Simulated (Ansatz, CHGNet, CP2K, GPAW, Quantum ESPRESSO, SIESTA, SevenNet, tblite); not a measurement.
**C(111) slab, H on the bottom face (80 atoms) in tblite**

Aim: run C(111) slab, H on the bottom face (80 atoms) in tblite and see how near its forces come to a plane-wave reference, and at what cost.

Method: the method is named at each step, in tblite 0.8.0.

### Step 1. The starting structure

The cell holds 80 atoms: 64 C and 16 H. Cell: a = 10.089 Å, b = 10.089 Å, c = 15.664 Å, α = 90.0°, β = 90.0°, γ = 120.0°. It derives from C (diamond-structure). Diamond-structure C (a = 3.567 Å), (111) slab of 4 atomic planes, 4 x 4 surface cells, H on the broken bonds of the bottom face, 12 Å of vacuum; displaced by a Gaussian of 0.02 Å. Then every atom was moved at random, 0.05 Å r.m.s. a Cartesian component (hydrogen 0.6 of that). Regions: slab, 64 atoms (64 C); hydrogen, 16 atoms (16 H). Vacuum lies along c.

The yardstick, on the same geometry:

| Quantity | Value |
| --- | --- |
| method | Kohn-Sham DFT, PBE, SSSP efficiency 1.3.0 pseudopotentials, plane waves (Quantum ESPRESSO 7.5); sssp-pbe-1.3.0-efficiency, cutoffs 45/360 Ry, Γ point |
| r.m.s. force component | 2.005 eV/Å |
| longest force | 7.446 eV/Å |
| time | 2.7 min on 4 MPI ranks of Intel Xeon at 2.30GHz, shared host |
| CPU time | 10 min |

### Step 2. GFN2-xTB

Method: GFN2-xTB tight binding, diagonalisation.

The input, run.py:

```python
import numpy as np
from ase.io import read
from tblite.ase import TBLite

atoms = read("structure.xyz")
atoms.calc = TBLite(method="GFN2-xTB", electronic_temperature=580, accuracy=1.0, max_iterations=250, mixer_damping=0.1, verbosity=1)
energy = atoms.get_potential_energy()
forces = atoms.get_forces()
print(f"energy {energy:.6f} eV")
print("forces (eV/A)")
for i, (a, f) in enumerate(zip(atoms, forces)):
    print(f"{i:4d} {a.symbol:2s} {f[0]:10.5f} {f[1]:10.5f} {f[2]:10.5f}")
print("charges (e)")
print(np.array2string(atoms.get_charges(), precision=4, suppress_small=True, max_line_width=110, threshold=100000))
```

The input, structure.xyz:

```xyz
80
Lattice="10.08900 0.00000 0.00000 -5.04450 8.73733 0.00000 0.00000 0.00000 15.66426" Properties=species:S:1:pos:R:3 pbc="T T T"
C -1.27959 8.03939 7.61471
C 2.52538 0.00821 7.09560
C -2.45849 7.31280 9.71325
C -1.20937 7.99273 9.17550
C 0.04091 5.81443 7.61252
C -1.24604 6.56689 7.12426
C -1.26299 5.02982 9.62866
C -0.11163 5.87262 9.17503
C 1.26350 7.98251 7.58824
C -0.00953 8.71697 7.08103
C -0.15658 7.27313 9.69633
C 1.23298 8.00794 9.16453
C 1.25442 3.62608 7.60688
C -0.03809 4.40597 7.07586
C -0.04888 2.90245 9.69273
C 1.31732 3.59681 9.04266
C 2.54646 5.84877 7.58996
C 1.27883 6.56672 7.10531
C 1.32862 5.11239 9.60877
C 2.62511 5.85480 9.25178
C 3.78353 7.99876 7.60766
C 2.50308 8.73628 7.08338
C 2.51014 7.23835 9.65999
C 3.82166 7.96591 9.09357
C 2.56276 1.42200 7.54876
C 1.24604 2.19036 7.07774
C 1.27056 0.73629 9.61880
C 2.50757 1.45241 9.02982
C 3.79331 3.64897 7.61675
C 2.55161 4.35503 7.07680
C 2.59307 2.89415 9.63493
C 3.78252 3.71607 9.10971
C 5.04889 5.85008 7.58620
C 3.79821 6.57204 7.09763
C 3.75069 5.19260 9.65561
C 4.99441 5.85969 9.02230
C -3.79200 8.02952 7.60625
C 10.07916 0.01581 7.09011
C 5.07860 7.22315 9.69461
C -3.81672 7.94459 9.17722
C 5.04849 1.42847 7.59247
C 3.77949 2.18529 7.07680
C 3.85935 0.75351 9.71826
C 5.05121 1.46411 9.09263
C 6.29730 3.61699 7.57586
C 5.05651 4.40187 7.08134
C 5.12632 2.85816 9.65341
C 6.24489 3.65483 9.16735
C -2.54248 5.82579 7.60061
C 6.25664 6.55606 7.12661
C 6.23788 5.16367 9.65200
C -2.57683 5.83234 9.22249
C 7.57563 1.45319 7.60343
C 6.31440 2.22225 7.06771
C 6.26330 0.76058 9.58167
C 7.64161 1.42453 9.26384
[... 20 atom lines left out ...]
H -3.76279 6.54234 5.99236
H 6.32525 2.17638 5.98469
H 7.54803 4.33310 6.00348
H -1.25099 2.18494 6.00129
```

The run is started by

```console
> OMP_NUM_THREADS=1 python run.py > output.txt
```

Output:

```text
------------------------------------------------------------
  cycle        total energy    energy error   density error
------------------------------------------------------------
      1     -143.8365523989  -1.4559168E+02   9.3947408E-02
      2     -144.4963800285  -6.5982763E-01   7.8851604E-02
      3     -144.4919955582   4.3844703E-03   7.7749933E-02
      4     -144.6999937026  -2.0799814E-01   6.2282065E-02
      5     -144.2775978704   4.2239583E-01   7.3667945E-02
      6     -144.3897122651  -1.1211439E-01   6.1305506E-02
      7     -144.4305205503  -4.0808285E-02   5.4839942E-02
      8     -144.7018779899  -2.7135744E-01   2.7634384E-02
      9     -144.7322773024  -3.0399313E-02   1.9453566E-02
     10     -144.7507502266  -1.8472924E-02   1.5496811E-02
     11     -144.7569221566  -6.1719300E-03   1.4033541E-02
     12     -144.7638724408  -6.9502843E-03   1.0583442E-02
     13     -144.7724732149  -8.6007740E-03   6.1835327E-03
     14     -144.7723195914   1.5362346E-04   6.3624922E-03
     15     -144.7751750027  -2.8554113E-03   3.8488630E-03
     16     -144.7755786770  -4.0367430E-04   3.1826450E-03
     17     -144.7763329213  -7.5424431E-04   1.9885896E-03
     18     -144.7767167373  -3.8381600E-04   8.6446757E-04
     19     -144.7766185221   9.8215250E-05   1.1880605E-03
     20     -144.7767181677  -9.9645602E-05   6.2095212E-04
     21     -144.7767404207  -2.2252995E-05   3.5640814E-04
     22     -144.7767454794  -5.0587113E-06   2.4604473E-04
     23     -144.7767473978  -1.9183799E-06   1.9842574E-04
     24     -144.7767512342  -3.8364150E-06   7.3693310E-05
     25     -144.7767509005   3.3371646E-07   8.4861841E-05
     26     -144.7767511894  -2.8890142E-07   6.6858071E-05
     27     -144.7767514812  -2.9184162E-07   3.2069386E-05
     28     -144.7767515633  -8.2128821E-08   1.1155655E-05
------------------------------------------------------------
 total:                                   3.227 sec
energy -3939.576074 eV
forces (eV/A)
   0 C     0.86036   -0.94361   -0.56841
   1 C    -0.39808   -1.01089    0.88786
   2 C    -2.37766   -1.17097   -4.09488
   3 C    -4.01513    2.99640    1.99906
   4 C    -1.63161    1.21691   -0.19940
   5 C    -0.89363   -0.20985   -0.53151
   6 C    -1.00639    2.43899   -2.84806
   7 C     3.27156   -2.19128    2.49401
   8 C    -0.77729    1.24209    0.50973
   9 C     0.39329    0.55962    0.90280
  10 C     6.06340   -1.24107   -2.75810
  11 C    -0.01410   -0.49519    2.80218
  12 C     0.28369    0.40190   -2.73619
  13 C     1.86200   -1.22213    2.15939
  14 C     3.60370   -0.94300   -4.34505
  15 C    -1.25388    1.79338    7.25946
  16 C     0.06155   -0.94404    0.22003
  17 C     0.07639   -1.17789    0.81306
  18 C    -1.88539   -0.84991   -3.19664
  19 C    -6.02238    0.24754   -0.10534
  20 C     0.16834    0.97005   -1.34211
  21 C     0.70084   -0.02309    2.11548
  22 C     0.39399    3.12446   -3.48810
  23 C    -1.45314    1.06578    6.08179
[...]
72 H     0.01372    0.10072   -0.42864
  73 H    -0.14281    0.03419    0.42642
  74 H     0.20378    0.32311    0.15918
  75 H    -0.11187    0.30369    0.56097
  76 H    -0.24817    0.13514    0.85755
  77 H     0.00948    0.08817   -0.26389
  78 H     0.07887    0.30800    0.15060
  79 H    -0.05116   -0.01536    0.47679
charges (e)
[ 0.0326 -0.0156 -0.0589  0.0408  0.0337 -0.0237 -0.0444  0.0256  0.0292 -0.0232 -0.0489  0.0029  0.0284
 -0.0258 -0.0823  0.0051  0.0353 -0.0161 -0.0623  0.0614  0.0288 -0.0264 -0.0467  0.0038  0.0329 -0.0262
 -0.0328  0.0076  0.0352 -0.0309 -0.0475  0.0104  0.0352 -0.0187 -0.0478  0.0186  0.0315 -0.0224 -0.0587
  0.0228  0.0244 -0.0224 -0.0881  0.039   0.0316 -0.0244 -0.0527  0.0162  0.0277 -0.0119 -0.0522  0.0229
  0.0305 -0.0245 -0.0248  0.033   0.0373 -0.0204 -0.0393  0.0519  0.0342 -0.0234 -0.0678  0.0154  0.026
  0.0102  0.0206  0.0314  0.0298  0.0286  0.014   0.0288  0.0228  0.0127  0.0125  0.0106  0.0087  0.0273
  0.0249  0.0166]
```

The job ended after 3.6 s (1 thread of Intel Xeon at 2.30GHz, shared host; peak memory 0.13 GiB).

Banners, paths, timers and routine set-up lines are dropped from the logs unmarked, and long logs keep their key lines alone; longer cuts are marked.

Compared with the plane-wave run:

- r.m.s. force component: 2.004 eV/Å
- r.m.s. difference of force components: 549.2 meV/Å
- longest difference of force vectors: 2562 meV/Å
- force difference over r.m.s. force: 27.4 %
- slope of forces against the reference's: 0.9622
- correlation of force components: 0.9625

Length of the force difference by element (eV/Å):

```
element  atoms  mean  most
      C     64  0.89   2.6
      H     16  0.40  0.49
```

Local excerpt of 9 atoms (numbers count through the whole input) about C30, picked at random; x, y, z are measured from there.

```
atom      x      y      z  distance (Å)  bonds  Mulliken charge (e)     Fx     Fy  Fz (eV/Å)
 C30   0.00   0.00   0.00          0.00      4                -0.03  -1.09   0.90       2.42
 H72  -0.03  -0.01  -1.05          1.05      1                 0.03   0.12   0.09      -1.29
 C29   1.24  -0.71   0.54          1.53      4                 0.04   0.46   0.00      -1.66
 C17  -0.01   1.49   0.51          1.58      4                 0.04   0.06  -0.94       0.22
 C13  -1.30  -0.73   0.53          1.58      4                 0.03   0.28   0.40      -2.74
 C16  -1.23  -0.76   1.97          2.44      4                 0.01  -1.25   1.79       7.26
 C32   1.23  -0.64   2.03          2.46      4                 0.01   0.92  -1.90       5.02
 C42   1.23  -2.17   0.00          2.49      4                -0.02   0.95  -0.22       0.43
 C46   2.50   0.05   0.00          2.51      4                -0.02  -0.34  -1.30       0.00
```

Atoms are counted from 1 here, from 0 in the log.

Forces lie 27 % from the reference's, at 0.0058 times its CPU time (on 1 against 4 cores).

### Step 3. GFN1-xTB

Method: GFN1-xTB tight binding, diagonalisation.

Edit run.py of step 2 so:

```diff
@@ -5,3 +5,3 @@
 atoms = read("structure.xyz")
-atoms.calc = TBLite(method="GFN2-xTB", electronic_temperature=580, accuracy=1.0, max_iterations=250, mixer_damping=0.1, verbosity=1)
+atoms.calc = TBLite(method="GFN1-xTB", electronic_temperature=580, accuracy=1.0, max_iterations=250, mixer_damping=0.1, verbosity=1)
 energy = atoms.get_potential_energy()
```

structure.xyz is that of step 2.

Output:

```text
------------------------------------------------------------
  cycle        total energy    energy error   density error
------------------------------------------------------------
      1     -142.7734313809  -1.4419389E+02   7.9649458E-01
      2     -143.1764391099  -4.0300773E-01   7.1726781E-01
      3     -140.8734314886   2.3030076E+00   5.0627650E-01
      4     -141.0770326131  -2.0360112E-01   2.5195726E-01
      5     -141.3215064685  -2.4447386E-01   2.1487042E-01
      6     -142.8524573677  -1.5309509E+00   1.0827086E-01
[...]
23     -143.3867869247   6.5260815E-07   1.6681495E-04
     24     -143.3867876965  -7.7174192E-07   4.0012162E-05
     25     -143.3867877463  -4.9864127E-08   1.0903516E-05
------------------------------------------------------------
 total:                                   1.751 sec
energy -3901.753232 eV
forces (eV/A)
   0 C     0.88365   -1.01197   -0.58232
   1 C    -0.39687   -1.03597    0.73456
   2 C    -2.46425   -1.19221   -4.02080
   3 C    -4.07363    3.12497    2.16992
   4 C    -1.68352    1.25274   -0.21729
   5 C    -0.90664   -0.20867   -0.83488
[...]
77 H     0.01880    0.09367   -0.30698
  78 H     0.07747    0.29560    0.15360
  79 H    -0.06420   -0.00709    0.50090
charges (e)
[ 0.0457 -0.0325 -0.0706  0.0408  0.0461 -0.0408 -0.0524  0.0283  0.0401 -0.0406 -0.0729  0.0027  0.0393
 -0.0433 -0.0993 -0.0013  0.0568 -0.0312 -0.0535  0.0655  0.0376 -0.0421 -0.0575  0.0038  0.0439 -0.0449
 -0.0232 -0.      0.047  -0.0492 -0.0517  0.0103  0.0422 -0.0365 -0.0689  0.0146  0.0448 -0.0392 -0.0785
  0.0239  0.0358 -0.0393 -0.0984  0.0345  0.0445 -0.0415 -0.0653  0.017   0.0417 -0.0283 -0.0606  0.0252
  0.0473 -0.0418 -0.0199  0.0398  0.0539 -0.0384 -0.0349  0.0502  0.045  -0.0413 -0.0958  0.0131  0.0383
  0.0278  0.0355  0.0422  0.0406  0.0391  0.0301  0.0395  0.0363  0.0288  0.0295  0.028   0.0268  0.0402
  0.0385  0.0332]
```

The job ended after 2.3 s (1 thread; peak memory 0.13 GiB).

Compared with the plane-wave run:

```yaml
r_m_s_force_component: 2.033 eV/Å
r_m_s_difference_of_force_components: 554 meV/Å
longest_difference_of_force_vectors: 2470 meV/Å
force_difference_over_r_m_s_force: 27.63 %
slope_of_forces_against_the_reference_s: 0.9762
correlation_of_force_components: 0.9625
```

Against the first run (27 %), the force difference from the reference is 28 %, at 0.62 times the CPU time.

### Step 4. Side by side

Differences are against the plane-wave reference, forces as r.m.s. over components; share is that over the reference's r.m.s. force, slope the least-squares factor from reference forces to these. Total energies of different programs have different zeros and aren't compared.

```
            run  Δ force, r.m.s. (meV/Å)  share (%)  slope  cores  CPU time  memory (GiB)
      reference                        -          -      -      4    10 min           2.7
tblite GFN2-xTB                      549       27.4  0.962      1     3.6 s          0.13
tblite GFN1-xTB                      554       27.6  0.976      1     2.3 s          0.13
```

CPU time is summed over cores on a shared host, where runs went side by side, so it is rough. Symmetry, cutoffs, thresholds, outputs and thread counts weren't matched or tuned between programs; memory under MPI is the largest rank's times the ranks.

### Step 5. Outcome

```json
{
  "nearest in forces": "tblite GFN2-xTB, 27 %",
  "its CPU time": "3.6 s"
}
```

**Reading.** Tight binding differs by 27 % (tblite GFN2-xTB) to 28 % (tblite GFN1-xTB); it is another model, with fitted parameters of its own, and the xTB methods hold dispersion. Of the electronic-structure runs that take under half the reference's CPU time, tblite GFN2-xTB is among the nearest, at 27 % in 3.6 s against 10 min. Periodic xTB results under one method name differ between programs and library versions. The runs have no spin polarisation, so any moments at edges, vacancies or dangling bonds can't form. The electronic-structure runs sample only Γ, in a cell whose shortest periodic width is 9 Å, which is coarse for a cell with partly filled levels.

[Also dropped from logs without a mark: logging warnings of Python, and SIESTA's first energy breakdown and zero terms.]

[Logs are printed without paths, hosts, clocks, repeated set-up lines and the standing remarks that a program may print on its own settings, such as how far it seeks lower states.]

[Hosts, paths, dates, database ids (printed as entryN), source tags and the programs' standing remarks are cut or masked in the printed files.]
